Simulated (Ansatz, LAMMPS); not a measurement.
# Relaxing amorphous 14HfO2-86SiO2 (mol %) (84 atoms), part 2 of 4

Aim: bring amorphous 14HfO2-86SiO2 (mol %) (84 atoms) to a nearby minimum of the energy and see what moves.

Ansatz 0.2.0; Kohn-Sham DFT, PBE, PAW (set soft_2), plane waves.

The cell: 4 Hf, 24 Si and 56 O. The quench rate of 50 K/ps is orders of magnitude faster than experiment. The starting topology of bonds comes from the classical model. Only the Γ point is sampled in the main run, in a cell whose shortest periodic width is 11 Å. Spin–orbit coupling is left out.

So far. Step 3 (Single point at the start): Neighbours are counted within 2.16 Å (O-Si), 2.93 Å (O-Hf).

## 4. Cell and atoms relaxed

Cell and atoms are freed together, to release stress as well as forces.

Contents of input.yaml:

```yaml
crystal:
  lattice:
    - [10.7805, 0.0, 0.0]
    - [0.0, 10.7805, 0.0]
    - [0.0, 0.0, 10.7805]
  atoms:
    [... the 84 atom lines of step 3 ...]
kpoints:
  mp_grid: { grid: [1, 1, 1] }
hamiltonian:
  xc: pbe
scf:
  occupations: { method: fermi_dirac, width: 0.025 }
output:
  forces: true
relax:
  f_tol: 0.04
  max_steps: 250
  cell: {}
```

The run is started by

```bash
$ ansatz run input.yaml --threads 4 --pin off --max-ram 8192MiB --backend cpu --events-out ev --progress --plain --runs-dir out
```

Numbers of over 12 decimals in the logs are rounded to 6 here.

The log of the run:

```text
[...]
Crystal: 84 atoms, lattice volume = 1252.901 Å³
Basis set: ecut = 420 eV, 24405 PW (Γ), exchange–correlation on 150×150×150 points (8 copies of the dense FFT grid, shifted against one another)
Bands: 352, of which v1, the nominal top of the filled ones, is band 268 counted from 1 (267 counted from 0)
Symmetry: 1 space group operations
[...]
k-points: 1
[...]
SCF iter   1: F=—  HF=-110010.359817 eV  |F-HF|=—  |Δ(HF+E_count)|=         —  Δρ=2.83e-3  dr2=1.41e-1  ethr=1.77e-3  ⟨swp⟩=5.0  Hψ=1521  notcnv=0  defer=67
[...]
SCF iter  10: F=-110010.341688 eV  HF=-110010.341688 eV  |F-HF|=7.28e-9  |Δ(HF+E_count)|=   3.59e-8  Δρ=1.29e-6  dr2=2.32e-8  ethr=1.87e-11  ⟨swp⟩=4.0  Hψ=1088  notcnv=0
SCF 1 converged in 10 iterations: F = -110010.341688 eV  dr2 = 2.32e-8
[...]
relax step   1: F+E_penalty+E_count = -110010.34168830 eV  Δ(F+E_penalty+E_count) = +0.000e0 eV  max|allowed force component| = 3.410e0 eV/Å  Δτ_max = 0.0000 Å  P = +2.143 GPa  Ω = 1252.901 Å³  (10 SCF iters, dr2 threshold 1.00e-7 eV, accepted)
[... from here on, the SCF cycles and remarks between the steps are left out ...]
relax step   2: F+E_penalty+E_count = -110012.85682218 eV  Δ(F+E_penalty+E_count) = -2.515e0 eV  max|allowed force component| = 2.098e0 eV/Å  Δτ_max = 0.1947 Å  P = +2.055 GPa  Ω = 1250.656 Å³  energy of the carried Pulay correction = +7.638e-3 eV  (8 SCF iters, dr2 threshold 8.40e-6 eV, accepted)
relax step   3: F+E_penalty+E_count = -110013.97160698 eV  Δ(F+E_penalty+E_count) = -1.115e0 eV  max|allowed force component| = 8.732e-1 eV/Å  Δτ_max = 0.1018 Å  P = -0.023 GPa  Ω = 1258.880 Å³  energy of the carried Pulay correction = -2.028e-2 eV  (8 SCF iters, dr2 threshold 8.40e-6 eV, accepted)
relax step   4: F+E_penalty+E_count = -110014.60363671 eV  Δ(F+E_penalty+E_count) = -6.320e-1 eV  max|allowed force component| = 9.912e-1 eV/Å  Δτ_max = 0.2000 Å  P = +0.408 GPa  Ω = 1237.823 Å³  energy of the carried Pulay correction = +5.157e-2 eV  (8 SCF iters, dr2 threshold 8.40e-6 eV, accepted)
relax step   5: F+E_penalty+E_count = -110014.76715634 eV  Δ(F+E_penalty+E_count) = -1.635e-1 eV  max|allowed force component| = 1.338e-1 eV/Å  Δτ_max = 0.1959 Å  P = +0.031 GPa  Ω = 1244.847 Å³  energy of the carried Pulay correction = +2.747e-2 eV  (8 SCF iters, dr2 threshold 8.40e-6 eV, accepted)
relax step   6: F+E_penalty+E_count = -110014.79004479 eV  Δ(F+E_penalty+E_count) = -2.289e-2 eV  max|allowed force component| = 1.641e-1 eV/Å  Δτ_max = 0.2000 Å  P = +0.014 GPa  Ω = 1249.043 Å³  energy of the carried Pulay correction = +1.313e-2 eV  (9 SCF iters, dr2 threshold 1.12e-6 eV, accepted)
relax step   7: F+E_penalty+E_count = -110014.80213607 eV  Δ(F+E_penalty+E_count) = -1.209e-2 eV  max|allowed force component| = 1.043e-1 eV/Å  Δτ_max = 0.0318 Å  P = -0.095 GPa  Ω = 1249.812 Å³  energy of the carried Pulay correction = +1.051e-2 eV  (8 SCF iters, dr2 threshold 1.68e-6 eV, accepted)
relax step   8: F+E_penalty+E_count = -110014.79986100 eV  Δ(F+E_penalty+E_count) = +2.275e-3 eV  max|allowed force component| = 2.008e-1 eV/Å  Δτ_max = 0.2000 Å  P = -0.024 GPa  Ω = 1251.712 Å³  energy of the carried Pulay correction = +4.043e-3 eV  (9 SCF iters, dr2 threshold 6.80e-7 eV, accepted)
relax step   9: F+E_penalty+E_count = -110014.81410824 eV  Δ(F+E_penalty+E_count) = -1.425e-2 eV  max|allowed force component| = 1.078e-1 eV/Å  Δτ_max = 0.0759 Å  P = +0.141 GPa  Ω = 1250.359 Å³  energy of the carried Pulay correction = +8.651e-3 eV  (7 SCF iters, dr2 threshold 2.52e-6 eV, accepted)
relax step  10: F+E_penalty+E_count = -110014.81143623 eV  Δ(F+E_penalty+E_count) = +2.672e-3 eV  max|allowed force component| = 3.438e-2 eV/Å  Δτ_max = 0.0262 Å  P = +0.001 GPa  Ω = 1252.228 Å³  energy of the carried Pulay correction = +2.288e-3 eV  (8 SCF iters, dr2 threshold 7.26e-7 eV, accepted)
relax step  11: F+E_penalty+E_count = -110014.89355882 eV  Δ(F+E_penalty+E_count) = -8.212e-2 eV  max|allowed force component| = 3.393e-2 eV/Å  Δτ_max = 0.0000 Å  P = +0.076 GPa  Ω = 1252.228 Å³  stress off target by 3.52e-1 GPa  SCF on the basis re-selected at this cell (its energy is not comparable with the rows above)  (8 SCF iters)
relax step  12: F+E_penalty+E_count = -110014.89275536 eV  Δ(F+E_penalty+E_count) = +8.035e-4 eV  max|allowed force component| = 3.645e-2 eV/Å  Δτ_max = 0.0428 Å  P = -0.017 GPa  Ω = 1254.956 Å³  energy of the carried Pulay correction = -8.820e-3 eV  (8 SCF iters, dr2 threshold 3.09e-7 eV, accepted)
relax step  13: F+E_penalty+E_count = -110014.90198936 eV  Δ(F+E_penalty+E_count) = -9.234e-3 eV  max|allowed force component| = 3.655e-2 eV/Å  Δτ_max = 0.0000 Å  P = -0.003 GPa  Ω = 1254.956 Å³  stress off target by 2.66e-2 GPa  SCF on the basis re-selected at this cell (its energy is not comparable with the rows above)  (6 SCF iters)
[...]
SCF converged after 6 iterations
Free energy (F): -110014.901989 eV
[...]
Internal energy: -110014.901989 eV  (E = F + TS)
E sigma→0 (E₀):  -110014.901989 eV
Fermi energy:    5.015322 eV
[...]
--- Forces (eV/Å), atoms counted from 1 ---
  atom   1  Hf     0.01564047     0.03238119    -0.03364146
  atom   2  Hf     0.00772624     0.00944771     0.00028490
  atom   3  Hf     0.00965431     0.00136610     0.01687349
  atom   4  Hf     0.02274134    -0.00310607    -0.00133840
  atom   5  Si    -0.00471755     0.00363860     0.00390255
  atom   6  Si    -0.01046171     0.00351904    -0.01587997
  atom   7  Si    -0.00082441    -0.01253479    -0.00517129
  atom   8  Si    -0.00158125     0.00345202     0.00273102
  atom   9  Si     0.00245593     0.00355356     0.00237199
  atom  10  Si     0.01494145    -0.01433836     0.00722244
  atom  11  Si    -0.00816294     0.01700269     0.00011019
  atom  12  Si    -0.00604674    -0.00831817     0.03043853
  atom  13  Si     0.01045222     0.00234088    -0.00032692
  atom  14  Si     0.01469002     0.01462381    -0.00342201
[...]
atom  83  O     -0.00296835     0.00269165    -0.00778351
  atom  84  O     -0.01052114    -0.00512480     0.02674914
  max |Σ_I F_I| component: 1.88e-5 eV/Å
--- Stress (GPa, compression-positive) ---
       -0.000438      -0.013672      -0.003535
       -0.013672       0.017388       0.006280
       -0.003533       0.006280      -0.025546
  P = ⅓ Tr σ = -0.0029 GPa (-0.029 kbar)
--- Relaxed structure (11 steps of the walk, 11 accepted, 2 SCFs on fresh bases) ---
  F+E_penalty+E_count = -110014.90198936 eV   max|allowed force component| = 3.655e-2 eV/Å   (the final SCF, on the basis selected at the relaxed cell)
  cell:  # Å, volume = 1254.9557 Å³
    - [10.777667, 0.014507, -0.073347]
    - [0.014507, 11.191842, 0.050023]
    - [-0.073347, 0.050023, 10.404783]
  atoms:
    - { symbol: Hf, position: [0.413122, 0.096524, 0.679499] }
    - { symbol: Hf, position: [0.944133, 0.057195, 0.558823] }
    - { symbol: Hf, position: [0.373133, 0.633145, 0.603460] }
    - { symbol: Hf, position: [0.726967, 1.019279, 0.329820] }
[...]
- { symbol: O, position: [0.739625, 0.627031, 0.748123] }
```

The job ended after 2.3 min (4 threads of Arm Neoverse V2, shared host; peak memory 1.6 GiB; 8.9 min of CPU time).

Step by step:

| step | energy less that of the first step (eV) | largest force component (eV/Å) | pressure (GPa) | volume (Å³) |
| --- | --- | --- | --- | --- |
| 1 | 0.0000 | 3.4104 | 2.14 | 1252.90 |
| 2 | -2.5151 | 2.0977 | 2.05 | 1250.66 |
| 3 | -3.6299 | 0.8732 | -0.02 | 1258.88 |
| 4 | -4.2619 | 0.9912 | 0.41 | 1237.82 |
| 5 | -4.4255 | 0.1338 | 0.03 | 1244.85 |
| 6 | -4.4484 | 0.1641 | 0.01 | 1249.04 |
| 7 | -4.4604 | 0.1043 | -0.10 | 1249.81 |
| 8 | -4.4582 | 0.2008 | -0.02 | 1251.71 |
| 9 | -4.4724 | 0.1078 | 0.14 | 1250.36 |
| 10 | -4.4697 | 0.0344 | 0.00 | 1252.23 |
| 11* | -4.5519 | 0.0339 | 0.08 | 1252.23 |
| 12 | -4.5511 | 0.0364 | -0.02 | 1254.96 |
| 13* | -4.5603 | 0.0365 | 0.00 | 1254.96 |

Relaxation steps marked * repeat the geometry before them on a plane-wave basis chosen anew for their cell, so energy and pressure can jump there.

| cell as run | before | after | change |
| --- | --- | --- | --- |
| a (Å) | 10.780 | 10.778 | -0.0 % |
| b (Å) | 10.780 | 11.192 | +3.8 % |
| c (Å) | 10.780 | 10.405 | -3.5 % |
| α (°) | 90.00 | 89.47 | -0.6 % |
| β (°) | 90.00 | 90.79 | +0.9 % |
| γ (°) | 90.00 | 89.85 | -0.2 % |
| volume (Å³/atom) | 14.92 | 14.94 | +0.2 % |

The atoms that moved most (Å, as changes of fractional coordinates times the final cell):

| atom | dx | dy | dz | length |
| --- | --- | --- | --- | --- |
| Hf3 | 0.439 | 0.424 | -0.031 | 0.611 |
| O78 | 0.431 | 0.230 | -0.205 | 0.530 |
| O33 | -0.349 | -0.396 | -0.001 | 0.527 |
| O80 | -0.077 | -0.432 | -0.230 | 0.495 |
| Si6 | -0.167 | -0.360 | 0.133 | 0.419 |
| O42 | -0.221 | 0.063 | 0.348 | 0.417 |
| O52 | -0.111 | -0.271 | 0.285 | 0.409 |
| O66 | -0.149 | -0.370 | 0.017 | 0.399 |

The relaxation changed the energy by -54.3 meV/atom, and atoms moved by 0.25 Å r.m.s., 0.61 Å at most.

## 5. Structure statistics after relaxation

Bonds before and after, by the cutoffs listed below:

| pair | bonds before | bonds after | mean before (Å) | mean after (Å) | spread before (Å) | spread after (Å) |
| --- | --- | --- | --- | --- | --- | --- |
| O-Si | 96 | 96 | 1.622 | 1.638 | 0.062 | 0.049 |
| O-Hf | 22 | 21 | 2.145 | 2.099 | 0.138 | 0.177 |

Density 3.02 g/cm³, 14.94 Å³ an atom.

Pair distribution functions g(r), in bins of 0.2 Å:

| r (Å) | total | O-O | O-Si | O-Hf | Si-Si | Si-Hf | Hf-Hf |
| --- | --- | --- | --- | --- | --- | --- | --- |
| 1.50 | 0.40 | 0.00 | 1.05 | 0.00 | 0.00 | 0.00 | 0.00 |
| 1.70 | 4.64 | 0.00 | 12.17 | 0.00 | 0.00 | 0.00 | 0.00 |
| 1.90 | 0.22 | 0.00 | 0.10 | 2.94 | 0.00 | 0.00 | 0.00 |
| 2.10 | 0.40 | 0.00 | 0.00 | 6.39 | 0.00 | 0.00 | 0.00 |
| 2.30 | 0.05 | 0.00 | 0.00 | 0.79 | 0.00 | 0.00 | 0.00 |
| 2.50 | 0.51 | 1.04 | 0.00 | 0.71 | 0.00 | 0.00 | 0.00 |
| 2.70 | 2.41 | 5.42 | 0.00 | 0.00 | 0.00 | 0.00 | 0.00 |
| 2.90 | 0.56 | 0.92 | 0.00 | 0.25 | 1.43 | 0.59 | 0.00 |
| 3.10 | 0.88 | 0.66 | 0.35 | 0.24 | 5.39 | 0.00 | 0.00 |
| 3.30 | 0.76 | 0.81 | 0.65 | 0.00 | 0.83 | 2.88 | 5.65 |
| 3.50 | 0.74 | 0.39 | 1.06 | 0.73 | 0.00 | 4.24 | 0.00 |
| 3.70 | 1.06 | 0.72 | 1.79 | 0.17 | 0.12 | 1.53 | 0.00 |
| 3.90 | 0.92 | 0.50 | 1.46 | 1.60 | 0.45 | 0.00 | 0.00 |
| 4.10 | 1.27 | 0.91 | 1.97 | 1.18 | 0.51 | 0.00 | 0.00 |
| 4.30 | 1.06 | 0.79 | 1.33 | 1.70 | 0.93 | 0.56 | 0.00 |
| 4.50 | 1.00 | 1.03 | 0.70 | 1.87 | 1.36 | 1.83 | 0.00 |
| 4.70 | 1.00 | 1.06 | 0.83 | 1.73 | 1.02 | 0.70 | 0.00 |
| 4.90 | 1.05 | 1.34 | 0.69 | 1.02 | 1.29 | 0.87 | 0.00 |
| 5.10 | 1.28 | 1.67 | 0.92 | 0.52 | 1.54 | 0.80 | 2.42 |

Bonds by pair of elements; cutoffs follow the first minimum of g(r), held within bounds set by covalent radii, and pairs that aren't listed don't count as bonded:

| pair A-B | cutoff (Å) | bonds | mean length (Å) | spread (Å) | shortest (Å) | B about A | A about B |
| --- | --- | --- | --- | --- | --- | --- | --- |
| O-Si | 2.16 | 96 | 1.64 | 0.049 | 1.56 | 1.71 | 4 |
| O-Hf | 2.82 | 21 | 2.10 | 0.177 | 1.93 | 0.375 | 5.25 |

How many atoms have how many bonded neighbours:

| element | mean | 2 | 3 | 4 | 5 | 6 |
| --- | --- | --- | --- | --- | --- | --- |
| Hf | 5.25 | 0 | 0 | 1 | 1 | 2 |
| O | 2.09 | 51 | 5 | 0 | 0 | 0 |
| Si | 4 | 0 | 0 | 24 | 0 | 0 |

Bond angles, per cent of each kind in bins of 5°:

| angle (°) | O-Si-O | O-Hf-O | Si-O-Si | Hf-O-Si |
| --- | --- | --- | --- | --- |
| 60–65 | 0.0 | 2.2 | 0.0 | 0.0 |
| 65–70 | 0.0 | 2.2 | 0.0 | 0.0 |
| 70–75 | 0.0 | 4.3 | 0.0 | 0.0 |
| 75–80 | 0.0 | 2.2 | 0.0 | 0.0 |
| 80–85 | 0.0 | 10.9 | 0.0 | 0.0 |
| 85–90 | 0.0 | 13.0 | 0.0 | 0.0 |
| 90–95 | 0.7 | 10.9 | 0.0 | 4.5 |
| 95–100 | 4.2 | 2.2 | 0.0 | 9.1 |
| 100–105 | 10.4 | 17.4 | 0.0 | 0.0 |
| 105–110 | 42.4 | 10.9 | 0.0 | 4.5 |
| 110–115 | 29.9 | 2.2 | 2.4 | 4.5 |
| 115–120 | 9.0 | 2.2 | 0.0 | 9.1 |
| 120–125 | 3.5 | 0.0 | 7.1 | 4.5 |
| 125–130 | 0.0 | 0.0 | 16.7 | 9.1 |
| 130–135 | 0.0 | 2.2 | 9.5 | 9.1 |
| 135–140 | 0.0 | 0.0 | 11.9 | 0.0 |
| 140–145 | 0.0 | 2.2 | 14.3 | 13.6 |
| 145–150 | 0.0 | 2.2 | 11.9 | 18.2 |
| 150–155 | 0.0 | 2.2 | 4.8 | 0.0 |
| 155–160 | 0.0 | 0.0 | 4.8 | 0.0 |
| 160–165 | 0.0 | 4.3 | 9.5 | 0.0 |
| 165–170 | 0.0 | 6.5 | 2.4 | 9.1 |
| 170–175 | 0.0 | 0.0 | 4.8 | 0.0 |
| 175–180 | 0.0 | 0.0 | 0.0 | 4.5 |

Bond angles (no mean is given where the spread exceeds 20°):

| angle | count | mean (°) | spread (°) |
| --- | --- | --- | --- |
| O-Si-O | 144 | 109 | 5 |
| O-Hf-O | 46 | - | - |
| Si-O-Si | 42 | 142 | 14.7 |
| Hf-O-Si | 22 | - | - |
| Hf-O-Hf | 2 | 106 | 7.9 |

Oxygen atoms by the number of network formers (Si, P, Ge, B, Al, As, Ga) bound to them:

| network formers bound to O | O atoms | per cent |
| --- | --- | --- |
| 0 | 1 | 1.8 |
| 1 | 15 | 26.8 |
| 2 | 39 | 69.6 |
| 3 | 1 | 1.8 |

Network units: each former by its oxygen neighbours and how many of them bridge to another former:

| former | O neighbours | bridging O | atoms |
| --- | --- | --- | --- |
| Si | 4 | 2 | 4 |
| Si | 4 | 3 | 7 |
| Si | 4 | 4 | 13 |

Bond length by coordination (bonds to H left out):

| element | coordination | atoms | mean bond length (Å) |
| --- | --- | --- | --- |
| Hf | 4 | 1 | 1.98 |
| Hf | 5 | 1 | 2.09 |
| Hf | 6 | 2 | 2.14 |
| O | 2 | 51 | 1.69 |
| O | 3 | 5 | 1.94 |

Rings of the network by King's shortest-path rule, up to 12 atoms, one path for each pair of neighbours; H, halogens, alkali and alkaline-earth atoms are left out, and the last column divides by all other atoms, bonded or not:

| ring size (atoms) | rings | per network atom |
| --- | --- | --- |
| 4 | 3 | 0.036 |
| 6 | 2 | 0.024 |
| 8 | 13 | 0.155 |
| 10 | 21 | 0.25 |
| 12 | 27 | 0.321 |

For some of the pairs, g(r) has its first main peak near 2.7 Å (O-O), 1.6 Å (O-Si), 2.0 Å (O-Hf), 3.1 Å (Si-Si) and 3.5 Å (Si-Hf). Counting bonds as in the table, 50 % of Hf atoms have 6, 91 % of O atoms have 2 and all Si atoms have 4 bonded neighbours. The O-Si-O angle averages 109° with a spread of 5°. Counting bonds to Si alone, not to Hf, 70 % of the oxygens join two of these atoms and 27 % one; 2 % join three; 2 % join none. The commonest Si unit has 4 oxygens, 4 of them shared with other formers (13 of 24 atoms). Rings of 12 atoms are the most common (41 % of those counted); sizes run from 4 to 12, where the search stops.

(Continued in part 3 of 4.)

[Logs are printed without paths, hosts, clocks, repeated set-up lines and the standing remarks that a program may print on its own settings, such as how far it seeks lower states.]

[Hosts, paths, dates, database ids (printed as entryN), source tags and the programs' standing remarks are cut or masked in the printed files.]
